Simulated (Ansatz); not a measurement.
# Ge wire along [100], 37 atoms a period, H-terminated: bands by functional and under strain, part 2 of 3

Aim: is the Ge wire along [100], 37 atoms a period, H-terminated a metal or a semiconductor?

Ansatz 0.2.0; DFT PBE, plane waves, PAW; relaxation of a wire's period; PAW set soft_1 (the session's first sound run).

So far. Step 2 (Relaxation of atoms and period): The cell's length comes to 5.795 Å with spin left out.

## (3) Bands of the perfect wire

This step: DFT PBE, plane waves, PAW; bands of a perfect wire; PAW set soft_1 (Ansatz 0.2.0).

At the relaxed period the bands are computed along the axis; those that cross an energy going forward count the channels that a perfect wire would open there.

File input.yaml:

```yaml
crystal:
  lattice:
    - [20.121, 0.0, 0.0]
    - [0.0, 20.121, 0.0]
    - [0.0, 0.0, 5.7950343643]
  atoms:
    - { symbol: Ge, position: [0.217335232, 0.500008271, 0.0] }
    - { symbol: Ge, position: [0.357903081, 0.357903081, 0.004630488] }
    - { symbol: Ge, position: [0.357903081, 0.642113461, 0.995369512] }
    - { symbol: Ge, position: [0.500008271, 0.217335232, 0.0] }
    - { symbol: Ge, position: [0.500008271, 0.500008271, 0.0] }
    - { symbol: Ge, position: [0.500008271, 0.78268131, 0.0] }
    - { symbol: Ge, position: [0.642113461, 0.357903081, 0.995369512] }
    - { symbol: Ge, position: [0.642113461, 0.642113461, 0.004630488] }
    - { symbol: Ge, position: [0.78268131, 0.500008271, 0.0] }
    - { symbol: H, position: [0.242217287, 0.242217287, 0.107569755] }
    - { symbol: H, position: [0.757799255, 0.757799255, 0.107569755] }
    - { symbol: H, position: [0.17143593, 0.456341608, 0.151000902] }
    - { symbol: H, position: [0.456341608, 0.17143593, 0.151000902] }
    - { symbol: H, position: [0.543674934, 0.828580612, 0.151000902] }
    - { symbol: H, position: [0.828580612, 0.543674934, 0.151000902] }
    - { symbol: Ge, position: [0.287379178, 0.287379178, 0.258611634] }
    - { symbol: Ge, position: [0.286649825, 0.571613914, 0.24703605] }
    - { symbol: Ge, position: [0.428915244, 0.428915244, 0.25166007] }
    - { symbol: Ge, position: [0.428402628, 0.713366716, 0.24703605] }
    - { symbol: Ge, position: [0.571613914, 0.286649825, 0.24703605] }
    - { symbol: Ge, position: [0.571101298, 0.571101298, 0.25166007] }
    - { symbol: Ge, position: [0.713366716, 0.428402628, 0.24703605] }
    - { symbol: Ge, position: [0.712637364, 0.712637364, 0.258611634] }
    - { symbol: H, position: [0.158060787, 0.385405161, 0.414900006] }
    - { symbol: H, position: [0.188548598, 0.701001005, 0.295907644] }
    - { symbol: H, position: [0.299015537, 0.811467944, 0.295907644] }
    - { symbol: H, position: [0.385405161, 0.158060787, 0.414900006] }
    - { symbol: H, position: [0.61461138, 0.841955754, 0.414900006] }
    - { symbol: H, position: [0.701001005, 0.188548598, 0.295907644] }
    - { symbol: H, position: [0.811467944, 0.299015537, 0.295907644] }
    - { symbol: H, position: [0.841955754, 0.61461138, 0.414900006] }
    - { symbol: Ge, position: [0.217507407, 0.350045866, 0.530467883] }
    - { symbol: Ge, position: [0.217507407, 0.649970676, 0.469532117] }
    - { symbol: Ge, position: [0.350045866, 0.217507407, 0.530467883] }
    - { symbol: Ge, position: [0.357004223, 0.500008271, 0.5] }
    - { symbol: Ge, position: [0.350045866, 0.782509135, 0.469532117] }
    - { symbol: Ge, position: [0.500008271, 0.357004223, 0.5] }
    - { symbol: Ge, position: [0.500008271, 0.643012318, 0.5] }
    - { symbol: Ge, position: [0.649970676, 0.217507407, 0.469532117] }
    - { symbol: Ge, position: [0.643012318, 0.500008271, 0.5] }
    - { symbol: Ge, position: [0.649970676, 0.782509135, 0.530467883] }
    - { symbol: Ge, position: [0.782509135, 0.350045866, 0.469532117] }
    - { symbol: Ge, position: [0.782509135, 0.649970676, 0.530467883] }
    - { symbol: H, position: [0.188548598, 0.299015537, 0.704092356] }
    - { symbol: H, position: [0.158060787, 0.61461138, 0.585099994] }
    - { symbol: H, position: [0.299015537, 0.188548598, 0.704092356] }
    - { symbol: H, position: [0.385405161, 0.841955754, 0.585099994] }
    - { symbol: H, position: [0.61461138, 0.158060787, 0.585099994] }
    - { symbol: H, position: [0.701001005, 0.811467944, 0.704092356] }
    - { symbol: H, position: [0.841955754, 0.385405161, 0.585099994] }
    - { symbol: H, position: [0.811467944, 0.701001005, 0.704092356] }
    - { symbol: Ge, position: [0.286649825, 0.428402628, 0.75296395] }
    - { symbol: Ge, position: [0.287379178, 0.712637364, 0.741388366] }
    - { symbol: Ge, position: [0.428402628, 0.286649825, 0.75296395] }
    - { symbol: Ge, position: [0.428915244, 0.571101298, 0.74833993] }
    - { symbol: Ge, position: [0.571101298, 0.428915244, 0.74833993] }
    - { symbol: Ge, position: [0.571613914, 0.713366716, 0.75296395] }
    - { symbol: Ge, position: [0.712637364, 0.287379178, 0.741388366] }
    - { symbol: Ge, position: [0.713366716, 0.571613914, 0.75296395] }
    - { symbol: H, position: [0.17143593, 0.543674934, 0.848999098] }
    - { symbol: H, position: [0.456341608, 0.828580612, 0.848999098] }
    - { symbol: H, position: [0.543674934, 0.17143593, 0.848999098] }
    - { symbol: H, position: [0.828580612, 0.456341608, 0.848999098] }
    - { symbol: H, position: [0.242217287, 0.757799255, 0.892430245] }
    - { symbol: H, position: [0.757799255, 0.242217287, 0.892430245] }
kpoints:
  mp_grid: { grid: [1, 1, 14] }
  band_path: { path: ["Γ", Z], npoints: 90 }
scf:
  occupations: { method: fermi_dirac, width: 0.05 }
hamiltonian:
  xc: pbe
  pseudopotentials: { kind: paw, azcp: { folder: soft_1 } }
output:
  dos: { e_range: [-5, 4] }
  write_potential: true
  write_density: true
  volumetric_format: npy
```

Launch:

```sh
ansatz run input.yaml --threads 16 --pin off --max-ram 61440MiB --backend cuda --events-out ev --progress --plain --runs-dir out --max-vram 78GiB
```

Numbers of over 12 decimals in the logs are rounded to 6 here.

The log of the run:

```text
[...]
Crystal: 65 atoms, lattice volume = 2346.147 Å³
Basis set: ecut = 420 eV, 45899 PW (Γ)
Bands: 338, of which v1, the nominal top of the filled ones, is band 273 counted from 1 (272 counted from 0)
Symmetry: 8 space group operations
[...]
k-points: 8 of 14
[...]
SCF iter   1: F=—  HF=-159359.553722 eV  |F-HF|=—  |Δ(HF+E_count)|=         —  Δρ=3.71e-2  dr2=2.70e1  ethr=3.10e-3  ⟨swp⟩=6.0  Hψ=10169  notcnv=0  defer=167
[...]
SCF iter   6: F=—  HF=-159352.605893 eV  |F-HF|=—  |Δ(HF+E_count)|=   7.47e-3  Δρ=2.65e-4  dr2=1.72e-3  ethr=2.66e-6  ⟨swp⟩=2.0  Hψ=4467  notcnv=0  defer=413
[...]
SCF iter   9: F=—  HF=-159352.606589 eV  |F-HF|=—  |Δ(HF+E_count)|=   1.21e-5  Δρ=7.24e-6  dr2=2.84e-6  ethr=2.32e-9  ⟨swp⟩=2.0  Hψ=4321  notcnv=0  defer=413
[...]
SCF iter  11: F=-159352.606589 eV  HF=-159352.606589 eV  |F-HF|=7.77e-9  |Δ(HF+E_count)|=   3.02e-8  Δρ=8.47e-7  dr2=1.08e-8  ethr=1.83e-11  ⟨swp⟩=13.1  Hψ=11373  notcnv=0
SCF 1 converged in 11 iterations: F = -159352.606589 eV  dr2 = 1.08e-8
[...]
NSCF: frozen V_eff on 91 k-points
[...]
SCF converged after 11 iterations
[...]
```

Elapsed: 22 s, on 1 × NVIDIA GB200 with 16 threads of Arm Neoverse V2, shared host; peak memory 3.3 GiB.

This step gave:

```
band gap on the path through both edges : 1.845 eV
```

The electronic bands at the labelled points (eV, zero at the Fermi level; v1 is the highest filled band, c1 the lowest empty one):

```
  point     v4     v3     v2     v1    c1    c2    c3    c4
      Γ  -1.19  -1.04  -1.04  -0.93  1.01  1.24  1.24  1.38
halfway  -1.48  -1.22  -1.11  -1.11  1.26  1.26  1.27  1.42
      Z  -1.67  -1.67  -1.58  -1.58  0.92  1.03  1.03  1.15
```

The gap is 1.84 eV, with spin left out.

The path shows an indirect gap of 1.84 eV (valence top at Γ, conduction bottom at Z). The least direct gap is 1.94 eV.

## (4) Levels at the same atoms, cutoff 500 eV, k-mesh 1×1×11

This step: DFT r2SCAN, plane waves, PAW; bands of a perfect wire at the PBE geometry; PAW set soft_1 (Ansatz 0.2.0).

The atoms stay at the PBE geometry and the functional changes. r2SCAN also reads the kinetic-energy density; it often gives larger moments and wider gaps than PBE, at a higher cost. Against the first PBE run of this kind, the cutoff is 500 eV against 420 and the mesh along the wire has 11 points against 14.

Changes to input.yaml since step 3:

```diff
@@ -72,3 +72,3 @@
 kpoints:
-  mp_grid: { grid: [1, 1, 14] }
+  mp_grid: { grid: [1, 1, 11] }
   band_path: { path: ["Γ", Z], npoints: 90 }
@@ -77,8 +77,3 @@
 hamiltonian:
-  xc: pbe
+  xc: r2scan
   pseudopotentials: { kind: paw, azcp: { folder: soft_1 } }
-output:
-  dos: { e_range: [-5, 4] }
-  write_potential: true
-  write_density: true
-  volumetric_format: npy
```

The log of the run:

```text
[...]
Crystal: 65 atoms, lattice volume = 2346.147 Å³
Basis set: ecut = 500 eV, 59577 PW (Γ), exchange–correlation on 600×600×180 points (64 copies of the dense FFT grid, shifted against one another)
Bands: 338, of which v1, the nominal top of the filled ones, is band 273 counted from 1 (272 counted from 0)
Symmetry: 8 space group operations
[...]
k-points: 6 of 11
[...]
SCF iter   1: F=—  HF=-159651.013272 eV  |F-HF|=—  |Δ(HF+E_count)|=         —  Δρ=3.65e-2  dr2=2.52e1  dr2_τ=2.14e-1  ethr=3.10e-3  ⟨swp⟩=6.0  Hψ=7633  notcnv=0  defer=167
[...]
SCF iter   6: F=—  HF=-159647.532585 eV  |F-HF|=—  |Δ(HF+E_count)|=   1.04e-2  Δρ=2.08e-4  dr2=1.07e-3  dr2_τ=3.37e-5  ethr=1.70e-6  ⟨swp⟩=2.0  Hψ=3337  notcnv=0  defer=329
[...]
SCF iter   8: F=—  HF=-159647.532934 eV  |F-HF|=—  |Δ(HF+E_count)|=   2.75e-4  Δρ=2.05e-5  dr2=5.36e-6  dr2_τ=2.47e-7  ethr=1.31e-8  ⟨swp⟩=2.0  Hψ=3337  notcnv=0  defer=329
[...]
SCF iter  10: F=-159647.532947 eV  HF=-159647.532947 eV  |F-HF|=1.05e-8  |Δ(HF+E_count)|=   4.08e-7  Δρ=1.18e-6  dr2=4.90e-8  dr2_τ=7.23e-10  ethr=1.83e-11  ⟨swp⟩=13.5  Hψ=10340  notcnv=0
SCF 1 converged in 10 iterations: F = -159647.532947 eV  dr2 = 4.90e-8
[...]
the band table was solved once the SCF had ended and its energy, with any forces and stress, was formed, with the checks that follow a solve (7457 applications of the Hamiltonian). They found nothing against the state; the energy, forces and stress were not computed again (output.eigenvalues in the input reference)
[...]
SCF converged after 10 iterations
[...]
```

It took 35 s on 1 × NVIDIA GB200 with 16 threads; peak memory 4.7 GiB; 5 min of CPU time.

This step gave:

```
band gap on the path through both edges : 2.155 eV
```

Electronic bands along the path, in eV, zero at the Fermi level; v1 is the highest filled band, c1 the lowest empty one:

| point | v4 | v3 | v2 | v1 | c1 | c2 | c3 | c4 |
| --- | --- | --- | --- | --- | --- | --- | --- | --- |
| Γ | -1.37 | -1.20 | -1.20 | -1.09 | 1.23 | 1.34 | 1.34 | 1.49 |
| halfway | -1.66 | -1.38 | -1.28 | -1.28 | 1.43 | 1.43 | 1.43 | 1.57 |
| Z | -1.87 | -1.87 | -1.78 | -1.77 | 1.07 | 1.18 | 1.18 | 1.31 |

The gap is 2.16 eV, against 1.84 eV under PBE at the relaxed period.

## (5) At a strained period, period over the relaxed period 1.06, k-mesh 1×1×10

This step: DFT PBE, plane waves, PAW; relaxation at a fixed period; PAW set soft_1 (Ansatz 0.2.0).

The period is set to 1.06 times the relaxed one and the atoms relax within it: strain changes bond lengths and angles, which shifts the bands against each other. Against the first PBE run of this kind, the mesh along the wire has 10 points against 14.

The cell differs from the one that the last finished run ended in (c 5.795 → 6.143 Å).

Changes to input.yaml since step 4:

```diff
@@ -4,3 +4,3 @@
     - [0.0, 20.121, 0.0]
-    - [0.0, 0.0, 5.7950343643]
+    - [0.0, 0.0, 6.1427364261]
   atoms:
@@ -72,3 +72,3 @@
 kpoints:
-  mp_grid: { grid: [1, 1, 11] }
+  mp_grid: { grid: [1, 1, 10] }
   band_path: { path: ["Γ", Z], npoints: 90 }
@@ -77,3 +77,8 @@
 hamiltonian:
-  xc: r2scan
+  xc: pbe
   pseudopotentials: { kind: paw, azcp: { folder: soft_1 } }
+relax:
+  max_steps: 40
+  f_tol: 0.02
+output:
+  stress: true
```

The log of the run:

```text
Warning: output.stress: scf.convergence.dr2_threshold = 1e-7 eV (the SCF's general default) is looser than the 6.5e-9 eV advised for a printed stress (1e-10 eV for each atom of the cell: 65). What an SCF threshold leaves in a stress goes as its square root, and in the free energy as the threshold itself, and one threshold admits the most on a small cell: [figures from the program's tests cut] Every solve of this run answers to scf.convergence.dr2_threshold,  [...]
[...]
Crystal: 65 atoms, lattice volume = 2486.915 Å³
Basis set: ecut = 420 eV, 48565 PW (Γ), exchange–correlation on 270×270×90 points (8 copies of the dense FFT grid, shifted against one another)
Bands: 338, of which v1, the nominal top of the filled ones, is band 273 counted from 1 (272 counted from 0)
Symmetry: 8 space group operations
[...]
k-points: 6 of 10
[...]
SCF iter   1: F=—  HF=-159357.969898 eV  |F-HF|=—  |Δ(HF+E_count)|=         —  Δρ=3.50e-2  dr2=2.58e1  ethr=3.10e-3  ⟨swp⟩=6.0  Hψ=7596  notcnv=0  defer=120
[...]
SCF iter   2: F=—  HF=-159352.908472 eV  |F-HF|=—  |Δ(HF+E_count)|=    5.06e0  Δρ=1.55e-2  dr2=7.44e0  ethr=3.10e-3  ⟨swp⟩=3.0  Hψ=2744  notcnv=0  defer=328
[...]
SCF iter   9: F=-159351.441587 eV  HF=-159351.441589 eV  |F-HF|=1.18e-6  |Δ(HF+E_count)|=   1.24e-5  Δρ=8.81e-6  dr2=3.44e-6  ethr=1.83e-9  ⟨swp⟩=4.0  Hψ=5708  notcnv=0
SCF 1 converged in 9 iterations: F = -159351.441587 eV  dr2 = 3.44e-6
[...]
relax step   1: F+E_penalty+E_count = -159351.44158750 eV  Δ(F+E_penalty+E_count) = +0.000e0 eV  max|allowed force component| = 4.567e-1 eV/Å  Δτ_max = 0.0000 Å  (9 SCF iters, dr2 threshold 1.00e-5 eV, accepted)
[...]
SCF 2 converged in 7 iterations: F = -159351.952961 eV  dr2 = 5.38e-6
[...]
relax step   2: F+E_penalty+E_count = -159351.95296150 eV  Δ(F+E_penalty+E_count) = -5.114e-1 eV  max|allowed force component| = 2.889e-1 eV/Å  Δτ_max = 0.1918 Å  (7 SCF iters, dr2 threshold 1.30e-5 eV, accepted)
[...]
SCF 3 converged in 7 iterations: F = -159352.030790 eV  dr2 = 1.34e-6
[...]
relax step   3: F+E_penalty+E_count = -159352.03079038 eV  Δ(F+E_penalty+E_count) = -7.783e-2 eV  max|allowed force component| = 8.913e-2 eV/Å  Δτ_max = 0.0840 Å  (7 SCF iters, dr2 threshold 5.22e-6 eV, accepted)
[...]
relax step   4: F+E_penalty+E_count = -159352.03795604 eV  Δ(F+E_penalty+E_count) = -7.166e-3 eV  max|allowed force component| = 9.877e-3 eV/Å  Δτ_max = 0.0168 Å  (6 SCF iters, dr2 threshold 7.56e-7 eV, accepted)
[...]
SCF 5 converged in 4 iterations: F = -159352.037956 eV  dr2 = 9.99e-9
[...]
relax step   5: F+E_penalty+E_count = -159352.03795626 eV  Δ(F+E_penalty+E_count) = -2.162e-7 eV  max|allowed force component| = 9.927e-3 eV/Å  Δτ_max = 0.0000 Å  (4 SCF iters, accepted)
[...]
SCF converged after 4 iterations
[...]
- { symbol: Ge, position: [0.639635, 0.639635, 0.00481228] }
    - { symbol: Ge, position: [0.778279, 0.500008, 0] }
    - { symbol: H, position: [0.244798, 0.244798, 0.136488] }
    - { symbol: H, position: [0.755219, 0.755219, 0.136488] }
    - { symbol: H, position: [0.175883, 0.453125, 0.131756] }
    - { symbol: H, position: [0.453125, 0.175883, 0.131756] }
    - { symbol: H, position: [0.546891, 0.824134, 0.131756] }
    - { symbol: H, position: [0.824134, 0.546891, 0.131756] }
    - { symbol: Ge, position: [0.292114, 0.292114, 0.263714] }
    - { symbol: Ge, position: [0.290359, 0.569806, 0.245642] }
    - { symbol: Ge, position: [0.430110, 0.430110, 0.251800] }
    - { symbol: Ge, position: [0.430211, 0.709658, 0.245642] }
    - { symbol: Ge, position: [0.569806, 0.290359, 0.245642] }
    - { symbol: Ge, position: [0.569906, 0.569906, 0.251800] }
    - { symbol: Ge, position: [0.709658, 0.430211, 0.245642] }
    - { symbol: Ge, position: [0.707902, 0.707902, 0.263714] }
    - { symbol: H, position: [0.164242, 0.391287, 0.424481] }
    - { symbol: H, position: [0.192769, 0.700587, 0.319959] }
    - { symbol: H, position: [0.299430, 0.807248, 0.319959] }
    - { symbol: H, position: [0.391287, 0.164242, 0.424481] }
    - { symbol: H, position: [0.608730, 0.835774, 0.424481] }
    - { symbol: H, position: [0.700587, 0.192769, 0.319959] }
    - { symbol: H, position: [0.807248, 0.299430, 0.319959] }
    - { symbol: H, position: [0.835774, 0.608730, 0.424481] }
    - { symbol: Ge, position: [0.222922, 0.353569, 0.529866] }
    - { symbol: Ge, position: [0.222922, 0.646448, 0.470134] }
    - { symbol: Ge, position: [0.353569, 0.222922, 0.529866] }
    - { symbol: Ge, position: [0.359581, 0.500008, 0.5] }
    - { symbol: Ge, position: [0.353569, 0.777095, 0.470134] }
    - { symbol: Ge, position: [0.500008, 0.359581, 0.5] }
    - { symbol: Ge, position: [0.500008, 0.640436, 0.5] }
    - { symbol: Ge, position: [0.646448, 0.222922, 0.470134] }
    - { symbol: Ge, position: [0.640436, 0.500008, 0.5] }
    - { symbol: Ge, position: [0.646448, 0.777095, 0.529866] }
    - { symbol: Ge, position: [0.777095, 0.353569, 0.470134] }
    - { symbol: Ge, position: [0.777095, 0.646448, 0.529866] }
    - { symbol: H, position: [0.192769, 0.299430, 0.680041] }
    - { symbol: H, position: [0.164242, 0.608730, 0.575519] }
    - { symbol: H, position: [0.299430, 0.192769, 0.680041] }
    - { symbol: H, position: [0.391287, 0.835774, 0.575519] }
    - { symbol: H, position: [0.608730, 0.164242, 0.575519] }
    - { symbol: H, position: [0.700587, 0.807248, 0.680041] }
    - { symbol: H, position: [0.835774, 0.391287, 0.575519] }
    - { symbol: H, position: [0.807248, 0.700587, 0.680041] }
    - { symbol: Ge, position: [0.290359, 0.430211, 0.754358] }
    - { symbol: Ge, position: [0.292114, 0.707902, 0.736286] }
    - { symbol: Ge, position: [0.430211, 0.290359, 0.754358] }
    - { symbol: Ge, position: [0.430110, 0.569906, 0.748200] }
    - { symbol: Ge, position: [0.569906, 0.430110, 0.748200] }
    - { symbol: Ge, position: [0.569806, 0.709658, 0.754358] }
    - { symbol: Ge, position: [0.707902, 0.292114, 0.736286] }
    - { symbol: Ge, position: [0.709658, 0.569806, 0.754358] }
    - { symbol: H, position: [0.175883, 0.546891, 0.868244] }
    - { symbol: H, position: [0.453125, 0.824134, 0.868244] }
    - { symbol: H, position: [0.546891, 0.175883, 0.868244] }
    - { symbol: H, position: [0.824134, 0.453125, 0.868244] }
    - { symbol: H, position: [0.244798, 0.755219, 0.863512] }
    - { symbol: H, position: [0.755219, 0.244798, 0.863512] }
```

The job ended after 35 s (1 × NVIDIA GB200 with 16 threads; peak memory 2.1 GiB; 5.3 min of CPU time).

Relaxation path:

```csv
step,energy less that of the first step (eV),largest force component (eV/Å)
1,0.0000,0.4567
2,-0.5114,0.2889
3,-0.5892,0.0891
4,-0.5964,0.0099
5,-0.5964,0.0099
```

Forces are held to the 8 operations that the run works with; a distortion that breaks them can't arise in this run.

The atoms that moved most (Å):

```csv
atom,dx,dy,dz,length
H11,-0.052,-0.052,0.178,0.192
H65,-0.052,0.052,-0.178,0.192
H64,0.052,-0.052,-0.178,0.192
H10,0.052,0.052,0.178,0.192
H27,0.118,0.124,0.059,0.181
H24,0.124,0.118,0.059,0.181
H45,0.124,-0.118,-0.059,0.181
H48,-0.118,0.124,-0.059,0.181
```

Numbers from this step:

- band gap on the path through both edges: 1.650 eV

The electronic bands at the labelled points (eV, zero at the Fermi level; v1 is the highest filled band, c1 the lowest empty one):

```
  point     v4     v3     v2     v1    c1    c2    c3    c4
      Γ  -1.06  -1.03  -0.85  -0.85  0.87  1.19  1.19  1.35
halfway  -1.35  -1.25  -0.97  -0.97  1.15  1.17  1.17  1.31
      Z  -1.58  -1.58  -1.45  -1.41  0.80  0.91  0.91  1.02
```

The gap is 1.65 eV, against 1.84 eV under PBE at the relaxed period.

(Part 2 of 3 ends here.)

[Logs are printed without paths, hosts, clocks, repeated set-up lines and the standing remarks that a program may print on its own settings, such as how far it seeks lower states.]

[Hosts, paths, dates, database ids (printed as entryN), source tags and the programs' standing remarks are cut or masked in the printed files.]
